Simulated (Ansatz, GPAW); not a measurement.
# Optical response of Ba2PF (model structure), part 2 of 3

Aim: the dielectric function of Ba2PF (model structure), and the optical constants that follow from it. The cell was made here by substitution or stacking, whether or not such a phase is known. It was built so: All Cl replaced by F and N replaced by P in the R-3m structure of Ba2NCl. The cell is first relaxed with Ansatz.

GPAW 26.7.0; DFT, PBE, plane-wave PAW (GPAW data sets), scalar-relativistic, RPA, optical limit.

So far: Set-up; Relaxation.

## (3) Ground state

The self-consistent density comes first; it also tells whether there is a gap, which decides the occupations and the need for a Drude term.

This step: DFT, PBE, plane-wave PAW (GPAW data sets), scalar-relativistic, ground state (GPAW 26.7.0).

gs.py

```python
from ase import Atoms
from ase.dft.bandgap import bandgap
from gpaw import GPAW, PW, FermiDirac

atoms = Atoms(['Ba', 'Ba', 'P', 'F'],
              cell=[[2.255600876796, 1.302271773402, 6.799575530700],
                    [-2.255600876796, 1.302271773402, 6.799575530700],
                    [0.000000000000, -2.604543546805, 6.799575530700]],
              scaled_positions=[[0.748134231800, 0.748134231800, 0.748134231800],
                                [0.251865768200, 0.251865768200, 0.251865768200],
                                [0.500000000000, 0.500000000000, 0.500000000000],
                                [0.000000000000, 0.000000000000, 0.000000000000]],
              pbc=[True, True, True])
atoms.calc = GPAW(mode=PW(500), xc='PBE', kpts={'size': (6, 6, 6), 'gamma': True},
                  occupations=FermiDirac(0.05), maxiter=150, txt='gs.txt')
print('energy (eV)', atoms.get_potential_energy())
print('Fermi level (eV)', atoms.calc.get_fermi_level())
print('valence electrons', atoms.calc.get_number_of_electrons())
print('gap (eV)', bandgap(atoms.calc, output=None)[0])
print('direct gap (eV)', bandgap(atoms.calc, direct=True, output=None)[0])
atoms.calc.write('gs.gpw')
```

Launch:

```console
OMP_NUM_THREADS=1 python gs.py
```

Numbers of over 12 decimals in the logs are rounded to 6 here.

What it wrote:

```text
__  _  _
 | _ |_)|_||  |
 |__||  | ||/\| - 26.7.0

Versions:
  Python: 3.12.14
  ASE:    3.29.0
  Numpy:  2.5.5
  Scipy:  1.18.1
  Libxc:  7.0.0

Input parameters:
  mode=PW(ecut=500.0),
  kpts=MonkhorstPack(size=(6, 6, 6), gamma=True),
  maxiter=150,
  occupations=Occupations(name='fermi-dirac', width=0.05, fixmagmom=False),
  xc=XC(name='PBE')

Diagonalizing LCAO Hamiltonian
Converting LCAO to pw mode

       Ba

       P

       Ba

       F

Atoms  # Å, Bohr magnetons
|   | symbol |         x |         y |         z |    initial magnetic moments |
| 0 |     Ba | -0.000000 | -0.000000 | 15.260986 | ( 0.0000,  0.0000,  0.0000) |
| 1 |     Ba | -0.000000 | -0.000000 |  5.137741 | ( 0.0000,  0.0000,  0.0000) |
| 2 |      P |  0.000000 | -0.000000 | 10.199363 | ( 0.0000,  0.0000,  0.0000) |
| 3 |      F |  0.000000 |  0.000000 |  0.000000 | ( 0.0000,  0.0000,  0.0000) |

Unit cell  # Å
| periodic |         x |         y |        z |  lengths |    angles |
|      yes |  2.255601 |  1.302272 | 6.799576 | 7.281337 | 36.091750 |
|      yes | -2.255601 |  1.302272 | 6.799576 | 7.281337 | 36.091750 |
|      yes |  0.000000 | -2.604544 | 6.799576 | 7.281337 | 36.091750 |

Number of symmetries: 12
Symmetry operations  # r_c * U_cc + t_c -> r_c
|    | kind |            matrix            |
|  0 |  E   |  1, 0, 0,  0, 1, 0,  0, 0, 1 |
|  1 |  σ   |  1, 0, 0,  0, 0, 1,  0, 1, 0 |
|  2 |  σ   |  0, 1, 0,  1, 0, 0,  0, 0, 1 |
|  3 |  C3  |  0, 1, 0,  0, 0, 1,  1, 0, 0 |
|  4 |  C3  |  0, 0, 1,  1, 0, 0,  0, 1, 0 |
|  5 |  σ   |  0, 0, 1,  0, 1, 0,  1, 0, 0 |
|  6 |  C2  |  0, 0,-1,  0,-1, 0, -1, 0, 0 |
|  7 |  S6  |  0, 0,-1, -1, 0, 0,  0,-1, 0 |
|  8 |  S6  |  0,-1, 0,  0, 0,-1, -1, 0, 0 |
|  9 |  C2  |  0,-1, 0, -1, 0, 0,  0, 0,-1 |
| 10 |  C2  | -1, 0, 0,  0, 0,-1,  0,-1, 0 |
| 11 |  i   | -1, 0, 0,  0,-1, 0,  0, 0,-1 |

BZ-sampling:
  Number of BZ points: 216
  Number of IBZ points: 32

  Monkhorst-Pack size: [6, 6, 6]
  Monkhorst-Pack shift: [0.083333, 0.083333, 0.083333]

K-points  # in reciprocal-cell coordinates
|     |                                coordinates |     weight |
|   0 | (  0.00000000,   0.00000000,   0.00000000) | 0.00462963 |
|   1 | (  0.16666667,   0.00000000,  -0.16666667) | 0.02777778 |
|   2 | (  0.16666667,   0.00000000,   0.00000000) | 0.02777778 |
|   3 | (  0.16666667,   0.16666667,  -0.16666667) | 0.02777778 |
|   4 | (  0.16666667,   0.16666667,   0.00000000) | 0.02777778 |
|   5 | (  0.16666667,   0.16666667,   0.16666667) | 0.00925926 |
|   6 | (  0.33333333,  -0.16666667,  -0.16666667) | 0.02777778 |
|   7 | (  0.33333333,   0.00000000,  -0.33333333) | 0.02777778 |
|   8 | (  0.33333333,   0.00000000,  -0.16666667) | 0.05555556 |
|   9 | (  0.33333333,   0.00000000,   0.00000000) | 0.02777778 |
| ... |                                            |            |
|  31 | (  0.50000000,   0.50000000,   0.50000000) | 0.00462963 |

Plane wave coefficients: 3060
Cutoff: 500.0 eV

Spin-components: 1 (collinear spins)
Bands:           18
Projectors:      22
Spin-degeneracy: 2
Datatype:        complex128

Parallelization:
  kpt:    1
  domain: 1
  band:   1

Density:
  Valence electrons: 32.0
  Components: 1
  Grid points: [40 40 40]
  Charge: 0.0  # |e|

Potential:
  Grid points: [40 40 40]

species:
  Ba:
    name:    Barium
    id:
    Z:       56.0
    valence: 10
    core:    46
    charge:  0.0  # [|e|]
    compensation charges:
      type: gauss
      rc: 0.37  # [Å]
      lmax: 2
    cutoffs:
      filter: 2.06  # [Å]
      core: 2.33  # [Å]
    projectors
    | kind |    occ | energy [eV] | rcut [Å] |
    |   5s |  2.000 |     -33.644 |    1.164 |
    |   6s |  2.000 |      -3.229 |    1.164 |
    |   5p |  6.000 |     -18.744 |    1.164 |
    |    p |        |       0.000 |    1.164 |
    |    d |        |       0.000 |    1.164 |
    |    d |        |      27.211 |    1.164 |

    Using partial waves for Ba as LCAO basis

  P:
    name:    Phosphorus
    id:
    Z:       15.0
    valence: 5
    core:    10
    charge:  0.0  # [|e|]
    compensation charges:
      type: gauss
      rc: 0.30  # [Å]
      lmax: 2
    cutoffs:
      filter: 1.69  # [Å]
      core: 1.81  # [Å]
    projectors
    | kind |    occ | energy [eV] | rcut [Å] |
    |   3s |  2.000 |     -13.968 |    0.953 |
    |   3p |  3.000 |      -5.506 |    0.953 |
    |    s |        |      13.244 |    0.953 |
    |    p |        |      21.705 |    0.953 |
    |    d |        |       0.000 |    0.953 |

    Using partial waves for P as LCAO basis

  F:
    name:    Fluorine
    id:
    Z:       9.0
    valence: 7
    core:    2
    charge:  0.0  # [|e|]
    compensation charges:
      type: gauss
      rc: 0.20  # [Å]
      lmax: 2
    cutoffs:
      filter: 1.14  # [Å]
      core: 0.74  # [Å]
    projectors
    | kind |    occ | energy [eV] | rcut [Å] |
    |   2s |  2.000 |     -29.898 |    0.635 |
    |   2p |  5.000 |     -11.110 |    0.635 |
    |    s |        |      -2.687 |    0.635 |
    |    p |        |      16.102 |    0.635 |
    |    d |        |       0.000 |    0.635 |

    Using partial waves for F as LCAO basis

Reference energy: -454572.679466  # eV

eigensolver:
  PPCG
  Converge bands: occupied
  niter=2

density mixing:
  MSR1-Mixer
  Pratt-step length: 0.05
  Maximum mixing coefficient: 0.75
  Old densities: 10
  SVD Regularization: 0.005
  Good broyden scale: 1.0
  Trust region scale: 1.0
  Backstep threshold: 4.0
  History deletion threshold: 6.0
  Fourier metric: weight=20.0, sigma=0.015

occupation numbers:
  Fermi-Dirac:
    width: 0.0500  # eV

poisson solver:
  ecut: 4000.0  # eV

xc functional:
  name: PBE with 2 nearest neighbor stencil

convergence criteria:
- Maximum [total energy] change in last 3 cyles: 0.0005 eV / valence electron
- Maximum integral of absolute [dens]ity change: 0.0001 electrons / valence electron
- Maximum integral of absolute [eigenst]ate change: 4e-08 eV^2 / valence electron
maximum number of iterations: 150

SCF iterations
|iter     |      energy | eigst |  dens |
|iter:   1||  -20.448944 | -0.24 |       |
|iter:   2||  -19.988224 | -1.79 | -0.97 |
|iter:   3||  -18.711994 | -0.81 | -1.02 |
|iter:   4||  -18.720885 | -2.34 | -1.46 |
|iter:   5||  -18.735938 | -2.63 | -1.75 |
|iter:   6||  -18.734748c| -3.22 | -2.34 |
|iter:   7||  -18.735346c| -4.68 | -2.68 |
|iter:   8||  -18.735354c| -5.58 | -3.30 |
|iter:   9||  -18.735359c| -6.74 | -3.76 |
|iter:  10||  -18.735360c| -7.75c| -4.26c|

Converged in 10 steps
SCF loop duration: 116.586 s (11.659 s/step)
Energy contributions relative to reference atoms: (reference = -454572.679466)

Energy contributions:
  Kinetic:          19.252975
  Coulomb:         -14.921582
  Zero:              0.109966
  External:          0.000000
  Xc:              -23.176719
  Entropy:          -0.000002
  Spinorbit:         0.000000
  ----------------------------
  Free energy:     -18.735361
  Extrapolated:    -18.735360

dipole moment: (0.000000, 0.000000, -61.037841)  # |e|*Ang

Fermi level: 6.374
Eigenvalues  # (at kpt = [0.000, 0.000, 0.000])
| band index |      eig [eV] | occ [0-2] |
|          0 |       -21.403 |     2.000 |
|        ... |               |           |
|          8 |        -6.392 |     2.000 |
|          9 |        -1.760 |     2.000 |
|         10 |         1.171 |     2.000 |
|         11 |         1.171 |     2.000 |
|         12 |         1.202 |     2.000 |
|         13 |         4.773 |     2.000 |
|         14 |         5.729 |     2.000 |
|         15 |         5.729 |     2.000 |
|         16 |         7.628 |     0.000 |
|         17 |         9.233 |     0.000 |

Gap: 1.105 eV
Transition (v -> c):
  (s=0, k=22, n=15, [0.50, 0.17, 0.17]) -> (s=0, k=28, n=16, [0.50, 0.50, 0.00])
Direct/indirect transitions are different
Direct gap: 1.161 eV
Transition at: (s=0, k=28, n=15, [0.50, 0.50, 0.00])

--- standard output ---
energy (eV) -18.735360
Fermi level (eV) 6.373532
valence electrons 32.0
gap (eV) 1.105368
direct gap (eV) 1.161268
```

It took 2 min on 1 thread of Arm Neoverse N1, shared host; peak memory 0.26 GiB.

This step gave:

| Property | Result |
| --- | --- |
| energy | -18.74 eV |
| Fermi energy | 6.374 eV |
| gap on the k-mesh | 1.105 eV |
| direct gap on the mesh | 1.161 eV |
| electrons | 32 |

There is a gap, 1.11 eV on this mesh (points off the mesh can give less), so no carriers' term is needed.

## (4) Bands for the response

At the fixed density, many empty bands are solved on the mesh of the response, since the spectrum sums over them.

This step: DFT, PBE, plane-wave PAW (GPAW data sets), scalar-relativistic, bands at fixed density (GPAW 26.7.0).

nscf.py

```python
from ase.dft.bandgap import bandgap
from gpaw import GPAW, FermiDirac

calc = GPAW('gs.gpw').fixed_density(kpts={'size': (8, 8, 8), 'gamma': True}, nbands=78, convergence={'bands': 72},
                                    occupations=FermiDirac(0.001), txt='nscf.txt')
print('gap (eV)', bandgap(calc, output=None)[0])
print('direct gap (eV)', bandgap(calc, direct=True, output=None)[0])
print('top band over the Fermi level (eV)', min(calc.get_eigenvalues(kpt=k)[71] for k in range(len(calc.get_ibz_k_points()))) - calc.get_fermi_level())
calc.write('full.gpw', mode='all')
```

Launch:

```console
OMP_NUM_THREADS=1 python nscf.py
```

What it wrote:

```text
Diagonalizing LCAO Hamiltonian
Converting LCAO to pw mode
convergence criteria:
- Maximum integral of absolute [eigenst]ate change: 4e-08 eV^2 / valence electron
maximum number of iterations: 150

SCF iterations
|iter     |      energy | eigst |  dens |
|iter:   1||             | +3.76 |       |
|iter:   2||             | +2.55 |       |
|iter:   3||             | +1.57 |       |
|iter:   4||             | +0.68 |       |
|iter:   5||             | +0.02 |       |
|iter:   6||             | -0.55 |       |
|iter:   7||             | -1.13 |       |
|iter:   8||             | -1.63 |       |
|iter:   9||             | -2.16 |       |
|iter:  10||             | -2.66 |       |
|iter:  11||             | -3.20 |       |
|iter:  12||             | -3.70 |       |
|iter:  13||             | -4.22 |       |
|iter:  14||             | -4.71 |       |
|iter:  15||             | -5.23 |       |
|iter:  16||             | -5.73 |       |
|iter:  17||             | -6.24 |       |
|iter:  18||             | -6.70 |       |
|iter:  19||             | -7.13 |       |
|iter:  20||             | -7.49c|       |
SCF steps: 20
  __  _  _
 | _ |_)|_||  |
 |__||  | ||/\| - 26.7.0

Versions:
  Python: 3.12.14
  ASE:    3.29.0
  Numpy:  2.5.5
  Scipy:  1.18.1
  Libxc:  7.0.0

Input parameters:
  mode=PW(ecut=500.0),
  convergence={'bands': 72},
  gpts=array([40, 40, 40]),
  kpts=MonkhorstPack(size=(8, 8, 8), gamma=True),
  maxiter=150,
  nbands=78,
  occupations=Occupations(name='fermi-dirac', width=0.001, fixmagmom=False),
  parallel={},
  xc=XC(name='PBE')

--- standard output ---
gap (eV) 1.106028
direct gap (eV) 1.161268
top band over the Fermi level (eV) 27.456252
```

The job ended after 30 min (1 thread; peak memory 0.53 GiB).

Numbers from this step:

| Item | Value |
| --- | --- |
| gap on the k-mesh | 1.106 eV |

## (5) Dielectric function, RPA

Transitions between filled and empty bands, summed over the zone, give the optical response, so mesh, band count and broadening shape it.

The induced potential is part of this response.

This step: DFT, PBE, plane-wave PAW (GPAW data sets), scalar-relativistic, RPA, optical limit (GPAW 26.7.0).

df.py

```python
from gpaw.response.df import DielectricFunction

df = DielectricFunction('full.gpw', frequencies={'type': 'nonlinear', 'domega0': 0.03, 'omega2': 8},
                        ecut=60,
                        eta=0.1,
                        nbands=72,
                        txt='df.txt')
for direction in ['x', 'z']:
    df.get_dielectric_function(xc='RPA', direction=direction, filename=f'df_{direction}.csv')
```

Launch:

```console
OMP_NUM_THREADS=1 python df.py
```

What it wrote:

```text
Using integrator: PointIntegrator
NonLinearFrequencyDescriptor(from 0.000 to 57.539 eV, 483 points)
Nonperiodic BCs:  [False False False]
Using integrator: PointIntegrator
NonLinearFrequencyDescriptor(from 0.000 to 57.539 eV, 483 points)
Nonperiodic BCs:  [False False False]

Calculating chi0 body with:
    Ground state adapter containing:
    Number of spins: 1
    Number of kpoints: 512
    Number of irreducible kpoints: 65
    Number of completely occupied states: 16
    Number of partially occupied states: 16

    Linear response parametrization:
    q_c: [0.0, 0.0, 0.0]
    Number of frequency points: 483
    Planewave cutoff: 60.0
    Number of bands: 72
    Number of planewaves: 129
    Broadening (eta): 0.1

Integrating chi0 body.

Symmetries of q_c:
    Direct symmetries (Uq -> q): 12
    Indirect symmetries (TUq -> q): 0
In total 12 allowed symmetries.

65 groups of equivalent kpoints. 87.3046875% reduction.

Integral kind: spectral function

Calculating chi0 optical extensions with:
    Ground state adapter containing:
    Number of spins: 1
    Number of kpoints: 512
    Number of irreducible kpoints: 65
    Number of completely occupied states: 16
    Number of partially occupied states: 16

    Linear response parametrization:
    Number of frequency points: 483
    Planewave cutoff: 60.0
    Number of bands: 72
    Number of planewaves: 129
    Broadening (eta): 0.1
Integrating chi0 head and wings.

Symmetries of q_c:
    Direct symmetries (Uq -> q): 12
    Indirect symmetries (TUq -> q): 0
In total 12 allowed symmetries.

65 groups of equivalent kpoints. 87.3046875% reduction.

Integral kind: spectral function wings
```

Wall time 4.9 min (1 thread); peak memory 0.7 GiB.

This step gave:

```
electronic dielectric constant ε∞, mean over x, y and z (by symmetry where fewer were run) : 5.683
```

(Part 2 of 3 ends here.)

[Machine, clock and banner lines and Python warnings are left out of the logs.]

[Logs are printed without paths, hosts, clocks, repeated set-up lines and the standing remarks that a program may print on its own settings, such as how far it seeks lower states.]

[Hosts, paths, dates, database ids (printed as entryN), source tags and the programs' standing remarks are cut or masked in the printed files.]
